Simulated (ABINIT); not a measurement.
# Si3Mo (Pm-3m): zone-centre phonons, part 3 of 3

Aim: the zone-centre modes of Si3Mo (Pm-3m).

ABINIT 10.8.3; DFT PBEsol, scalar-relativistic, plane waves, PseudoDojo norm-conserving pseudopotentials.

So far. Step 4 (Relaxation): The volume changes by -0.8 % in this run and stands -6.8 % from the first cell. Step 6 (Zone-centre response): The acoustic modes at Γ come out as far as 2.3 cm⁻¹ from zero, where they should vanish, a small numerical error. The lowest optical mode is imaginary, 60i cm⁻¹, an instability at this level and on this k mesh. The relaxed cell has a = 3.785 Å (conventional setting).

The structure was built from a prototype and need not be the compound's stable phase.

## (7) Modes with the sum rule

anaddb reads the merged derivatives and imposes the acoustic sum rule.

Input file anaddb.abi:

```
ddb_filepath "gamma_DDB"
output_file "anaddb.abo"
outdata_prefix "anaddb"
asr 1
chneut 1
enunit 2
eivec 1
nph1l 1
qph1l 0.0 0.0 0.0 1.0
```

Input file mrgddb.in:

```
gamma_DDB
merged
2
dfpt_gammao_DDB
gso_DDB
```

Launch:

```sh
$ mrgddb < mrgddb.in > mrgddb.log
$ OMP_NUM_THREADS=1 anaddb anaddb.abi > anaddb.log
```

anaddb.abo, the main output file:

```text
-outvars_anaddb: echo values of input variables ----------------------

 Miscellaneous information :
      enunit         2
       eivec         1
         asr         1
 First list of wavevector (reduced coord.) :
       nph1l         1
       qph1l
                     0.00000000E+00  0.00000000E+00  0.00000000E+00    1.000E+00

================================================================================

 read the DDB information and perform some checks

  ==== Info on the Cryst% object ====
 Real(R)+Recip(G) space primitive vectors, cartesian coordinates (Bohr,Bohr^-1):
 R(1)=  7.1521524  0.0000000  0.0000000  G(1)=  0.1398181  0.0000000  0.0000000
 R(2)=  0.0000000  7.1521524  0.0000000  G(2)=  0.0000000  0.1398181  0.0000000
 R(3)=  0.0000000  0.0000000  7.1521524  G(3)=  0.0000000  0.0000000  0.1398181
 Unit cell volume ucvol=  3.6585608E+02 bohr^3
 Angles (23,13,12)=  9.00000000E+01  9.00000000E+01  9.00000000E+01 degrees
 Time-reversal symmetry is present
 Reduced atomic positions [iatom, xred, symbol]:
    1)    0.0000000  0.0000000  0.0000000  Mo
    2)    0.0000000  0.5000000  0.5000000  Si
    3)    0.5000000  0.0000000  0.5000000  Si
    4)    0.5000000  0.5000000  0.0000000  Si

 DDB file with 3 blocks has been read.

================================================================================

 Treat the first list of vectors

  Phonon wavevector (reduced coordinates) :  0.00000  0.00000  0.00000
 Phonon energies in Hartree :
  -2.718306E-04 -2.718306E-04 -2.718306E-04  0.000000E+00  0.000000E+00
   0.000000E+00  9.481855E-04  9.481855E-04  9.481855E-04  1.138389E-03
   1.138389E-03  1.138389E-03
 Phonon energies in meV     :
- -7.396887E+00 -7.396887E+00 -7.396887E+00  0.000000E+00  0.000000E+00
-  0.000000E+00  2.580144E+01  2.580144E+01  2.580144E+01  3.097714E+01
-  3.097714E+01  3.097714E+01
 Phonon frequencies in cm-1    :
- -5.965992E+01 -5.965992E+01 -5.965992E+01  0.000000E+00  0.000000E+00
-  0.000000E+00  2.081027E+02  2.081027E+02  2.081027E+02  2.498475E+02
-  2.498475E+02  2.498475E+02
 Phonon frequencies in Thz     :
- -1.788559E+00 -1.788559E+00 -1.788559E+00  0.000000E+00  0.000000E+00
-  0.000000E+00  6.238761E+00  6.238761E+00  6.238761E+00  7.490240E+00
-  7.490240E+00  7.490240E+00
 Phonon energies in Kelvin  :
- -8.583731E+01 -8.583731E+01 -8.583731E+01  0.000000E+00  0.000000E+00
-  0.000000E+00  2.994133E+02  2.994133E+02  2.994133E+02  3.594748E+02
-  3.594748E+02  3.594748E+02

 Eigendisplacements
 (will be given, for each mode : in cartesian coordinates
   for each atom the real part of the displacement vector,
   then the imaginary part of the displacement vector - absolute values smaller than 1.0d-7 are set to zero)
  Mode number    1   Energy   -2.718306E-04
 Attention : low frequency mode.
   (Could be unstable or acoustic mode)
-  1  0.00000000E+00  0.00000000E+00  1.48131798E-03
-     0.00000000E+00  0.00000000E+00  0.00000000E+00
-  2  0.00000000E+00  0.00000000E+00 -9.22780150E-04
-     0.00000000E+00  0.00000000E+00  0.00000000E+00
-  3  0.00000000E+00  0.00000000E+00 -9.22780150E-04
-     0.00000000E+00  0.00000000E+00  0.00000000E+00
-  4  0.00000000E+00  0.00000000E+00 -3.21460973E-03
-     0.00000000E+00  0.00000000E+00  0.00000000E+00
  Mode number    2   Energy   -2.718306E-04
 Attention : low frequency mode.
   (Could be unstable or acoustic mode)
-  1  0.00000000E+00  1.48131798E-03  0.00000000E+00
-     0.00000000E+00  0.00000000E+00  0.00000000E+00
-  2  0.00000000E+00 -9.22780150E-04  0.00000000E+00
-     0.00000000E+00  0.00000000E+00  0.00000000E+00
-  3  0.00000000E+00 -3.21460973E-03  0.00000000E+00
-     0.00000000E+00  0.00000000E+00  0.00000000E+00
-  4  0.00000000E+00 -9.22780150E-04  0.00000000E+00
-     0.00000000E+00  0.00000000E+00  0.00000000E+00
  Mode number    3   Energy   -2.718306E-04
 Attention : low frequency mode.
   (Could be unstable or acoustic mode)
-  1  1.48131798E-03  0.00000000E+00  0.00000000E+00
-     0.00000000E+00  0.00000000E+00  0.00000000E+00
-  2 -3.21460973E-03  0.00000000E+00  0.00000000E+00
-     0.00000000E+00  0.00000000E+00  0.00000000E+00
-  3 -9.22780150E-04  0.00000000E+00  0.00000000E+00
-     0.00000000E+00  0.00000000E+00  0.00000000E+00
-  4 -9.22780150E-04  0.00000000E+00  0.00000000E+00
-     0.00000000E+00  0.00000000E+00  0.00000000E+00
  Mode number    4   Energy    0.000000E+00
 Attention : low frequency mode.
   (Could be unstable or acoustic mode)
-  1  0.00000000E+00  0.00000000E+00 -1.74480335E-03
-     0.00000000E+00  0.00000000E+00  0.00000000E+00
-  2  0.00000000E+00  0.00000000E+00 -1.74480525E-03
-     0.00000000E+00  0.00000000E+00  0.00000000E+00
-  3  0.00000000E+00  0.00000000E+00 -1.74480525E-03
-     0.00000000E+00  0.00000000E+00  0.00000000E+00
-  4  0.00000000E+00  0.00000000E+00 -1.74480694E-03
-     0.00000000E+00  0.00000000E+00  0.00000000E+00
  Mode number    5   Energy    0.000000E+00
 Attention : low frequency mode.
   (Could be unstable or acoustic mode)
-  1  0.00000000E+00 -1.74480335E-03  0.00000000E+00
-     0.00000000E+00  0.00000000E+00  0.00000000E+00
-  2  0.00000000E+00 -1.74480525E-03  0.00000000E+00
-     0.00000000E+00  0.00000000E+00  0.00000000E+00
-  3  0.00000000E+00 -1.74480694E-03  0.00000000E+00
-     0.00000000E+00  0.00000000E+00  0.00000000E+00
-  4  0.00000000E+00 -1.74480525E-03  0.00000000E+00
-     0.00000000E+00  0.00000000E+00  0.00000000E+00
  Mode number    6   Energy    0.000000E+00
 Attention : low frequency mode.
   (Could be unstable or acoustic mode)
-  1  1.74480335E-03  0.00000000E+00  0.00000000E+00
-     0.00000000E+00  0.00000000E+00  0.00000000E+00
-  2  1.74480694E-03  0.00000000E+00  0.00000000E+00
-     0.00000000E+00  0.00000000E+00  0.00000000E+00
-  3  1.74480525E-03  0.00000000E+00  0.00000000E+00
-     0.00000000E+00  0.00000000E+00  0.00000000E+00
-  4  1.74480525E-03  0.00000000E+00  0.00000000E+00
-     0.00000000E+00  0.00000000E+00  0.00000000E+00
  Mode number    7   Energy    9.481855E-04
-  1  0.00000000E+00  0.00000000E+00  0.00000000E+00
-     0.00000000E+00  0.00000000E+00  0.00000000E+00
-  2  0.00000000E+00  0.00000000E+00  3.12509966E-03
-     0.00000000E+00  0.00000000E+00  0.00000000E+00
-  3  0.00000000E+00  0.00000000E+00 -3.12509966E-03
-     0.00000000E+00  0.00000000E+00  0.00000000E+00
-  4  0.00000000E+00  0.00000000E+00  0.00000000E+00
-     0.00000000E+00  0.00000000E+00  0.00000000E+00
  Mode number    8   Energy    9.481855E-04
-  1  0.00000000E+00  0.00000000E+00  0.00000000E+00
-     0.00000000E+00  0.00000000E+00  0.00000000E+00
-  2  0.00000000E+00  3.12509966E-03  0.00000000E+00
-     0.00000000E+00  0.00000000E+00  0.00000000E+00
-  3  0.00000000E+00  0.00000000E+00  0.00000000E+00
-     0.00000000E+00  0.00000000E+00  0.00000000E+00
-  4  0.00000000E+00 -3.12509966E-03  0.00000000E+00
-     0.00000000E+00  0.00000000E+00  0.00000000E+00
  Mode number    9   Energy    9.481855E-04
-  1  0.00000000E+00  0.00000000E+00  0.00000000E+00
-     0.00000000E+00  0.00000000E+00  0.00000000E+00
-  2  0.00000000E+00  0.00000000E+00  0.00000000E+00
-     0.00000000E+00  0.00000000E+00  0.00000000E+00
-  3  3.12509966E-03  0.00000000E+00  0.00000000E+00
-     0.00000000E+00  0.00000000E+00  0.00000000E+00
-  4 -3.12509966E-03  0.00000000E+00  0.00000000E+00
-     0.00000000E+00  0.00000000E+00  0.00000000E+00
  Mode number   10   Energy    1.138389E-03
-  1  0.00000000E+00  0.00000000E+00 -6.92319339E-04
-     0.00000000E+00  0.00000000E+00  0.00000000E+00
-  2  0.00000000E+00  0.00000000E+00  2.42288656E-03
-     0.00000000E+00  0.00000000E+00  0.00000000E+00
-  3  0.00000000E+00  0.00000000E+00  2.42288656E-03
-     0.00000000E+00  0.00000000E+00  0.00000000E+00
-  4  0.00000000E+00  0.00000000E+00 -2.48081212E-03
-     0.00000000E+00  0.00000000E+00  0.00000000E+00
  Mode number   11   Energy    1.138389E-03
-  1  0.00000000E+00 -6.92319339E-04  0.00000000E+00
-     0.00000000E+00  0.00000000E+00  0.00000000E+00
-  2  0.00000000E+00  2.42288656E-03  0.00000000E+00
-     0.00000000E+00  0.00000000E+00  0.00000000E+00
-  3  0.00000000E+00 -2.48081212E-03  0.00000000E+00
-     0.00000000E+00  0.00000000E+00  0.00000000E+00
-  4  0.00000000E+00  2.42288656E-03  0.00000000E+00
-     0.00000000E+00  0.00000000E+00  0.00000000E+00
  Mode number   12   Energy    1.138389E-03
-  1  6.92319339E-04  0.00000000E+00  0.00000000E+00
-     0.00000000E+00  0.00000000E+00  0.00000000E+00
-  2  2.48081212E-03  0.00000000E+00  0.00000000E+00
-     0.00000000E+00  0.00000000E+00  0.00000000E+00
-  3 -2.42288656E-03  0.00000000E+00  0.00000000E+00
-     0.00000000E+00  0.00000000E+00  0.00000000E+00
-  4 -2.42288656E-03  0.00000000E+00  0.00000000E+00
-     0.00000000E+00  0.00000000E+00  0.00000000E+00

 Analysis of degeneracies and characters (maximum tolerance=1.00E-06 a.u.)
 For each vibration mode, or group of modes if degenerate,
 the characters are given for each symmetry operation (see the list in the log file).
 Symmetry characters of vibration mode #   1
       degenerate with vibration modes #   2 to    3
  3.0 -3.0 -1.0  1.0 -1.0  1.0 -1.0  1.0  1.0 -1.0 -1.0  1.0  1.0 -1.0 -1.0  1.0
  0.0 -0.0  0.0 -0.0  0.0 -0.0 -0.0  0.0  1.0 -1.0 -1.0  1.0 -1.0  1.0  1.0 -1.0
  0.0 -0.0  0.0 -0.0 -0.0  0.0  0.0 -0.0  1.0 -1.0  1.0 -1.0 -1.0  1.0 -1.0  1.0
 Symmetry characters of vibration mode #   4
       degenerate with vibration modes #   5 to    6
  3.0 -3.0 -1.0  1.0 -1.0  1.0 -1.0  1.0  1.0 -1.0 -1.0  1.0  1.0 -1.0 -1.0  1.0
  0.0 -0.0  0.0 -0.0 -0.0  0.0 -0.0  0.0  1.0 -1.0 -1.0  1.0 -1.0  1.0  1.0 -1.0
  0.0 -0.0 -0.0  0.0 -0.0  0.0  0.0 -0.0  1.0 -1.0  1.0 -1.0 -1.0  1.0 -1.0  1.0
 Symmetry characters of vibration mode #   7
       degenerate with vibration modes #   8 to    9
  3.0 -3.0 -1.0  1.0 -1.0  1.0 -1.0  1.0 -1.0  1.0  1.0 -1.0 -1.0  1.0  1.0 -1.0
  0.0 -0.0  0.0 -0.0 -0.0  0.0 -0.0  0.0 -1.0  1.0  1.0 -1.0  1.0 -1.0 -1.0  1.0
  0.0 -0.0 -0.0  0.0 -0.0  0.0  0.0 -0.0 -1.0  1.0 -1.0  1.0  1.0 -1.0  1.0 -1.0
 Symmetry characters of vibration mode #  10
       degenerate with vibration modes #  11 to   12
  3.0 -3.0 -1.0  1.0 -1.0  1.0 -1.0  1.0  1.0 -1.0 -1.0  1.0  1.0 -1.0 -1.0  1.0
  0.0 -0.0  0.0 -0.0 -0.0  0.0 -0.0  0.0  1.0 -1.0 -1.0  1.0 -1.0  1.0  1.0 -1.0
  0.0 -0.0 -0.0  0.0 -0.0  0.0  0.0 -0.0  1.0 -1.0  1.0 -1.0 -1.0  1.0 -1.0  1.0
-
```

It took 0.52 s on 1 thread of Arm Neoverse V1, shared host.

Numbers from this step:

```yaml
lowest_optical_zone_centre_mode: -59.66 cm⁻¹
```

No LO-TO term; unit eigenvectors of the mass-weighted matrix, from anaddb's displacements. Modes at Γ, with each element's share of the kinetic energy (negative means imaginary):

```csv
mode,frequency (cm⁻¹),symmetry,Mo %,Si %
1,-59.7,T1u,38,62
2,-59.7,T1u,38,62
3,-59.7,T1u,38,62
4,0.0,acoustic,53,47
5,0.0,acoustic,53,47
6,0.0,acoustic,53,47
7,208.1,T2u,0,100
8,208.1,T2u,0,100
9,208.1,T2u,0,100
10,249.8,T1u,8,92
11,249.8,T1u,8,92
12,249.8,T1u,8,92
```

Displacements in mode 1 (-59.7 cm⁻¹), the largest set to 1:
```
Mo1  0.00  0.00  0.46
Si2  0.00  0.00 -0.29
Si3  0.00  0.00 -0.29
Si4  0.00  0.00 -1.00
```

Displacements in mode 10 (249.8 cm⁻¹), the largest set to 1:
```
Mo1  0.00  0.00 -0.28
Si2  0.00  0.00  0.98
Si3  0.00  0.00  0.98
Si4  0.00  0.00 -1.00
```

The rule moves no optical mode by more than 0.1 cm⁻¹.

## (8) Results

```yaml
space_group_after_relaxation: Pm-3m
volume_per_atom: 13.6 Å³
highest_optical_zone_centre_mode_no_lo_to_term: 249.8 cm⁻¹
lowest_optical_zone_centre_mode: -59.7 cm⁻¹
imaginary_optical_modes_at_the_zone_centre_no_q_mesh_in_this_session: yes
```

At the PBEsol level the optical modes of Si3Mo (Pm-3m) at the zone centre run from 60i to 250 cm⁻¹, so the structure is a saddle point, with 3 modes beyond 10i cm⁻¹ there. These are harmonic frequencies at zero temperature: anharmonic shifts and linewidths and thermal expansion are left out. In a metal the frequencies hang on the k mesh and the smearing, most of all near Kohn anomalies. The structure is a hypothetical one, built on a prototype.

[Host names and launcher messages were left out of these logs when they were recorded.]

[Logs are printed without paths, hosts, clocks, repeated set-up lines and the standing remarks that a program may print on its own settings, such as how far it seeks lower states.]

[Hosts, paths, dates, database ids (printed as entryN), source tags and the programs' standing remarks are cut or masked in the printed files.]
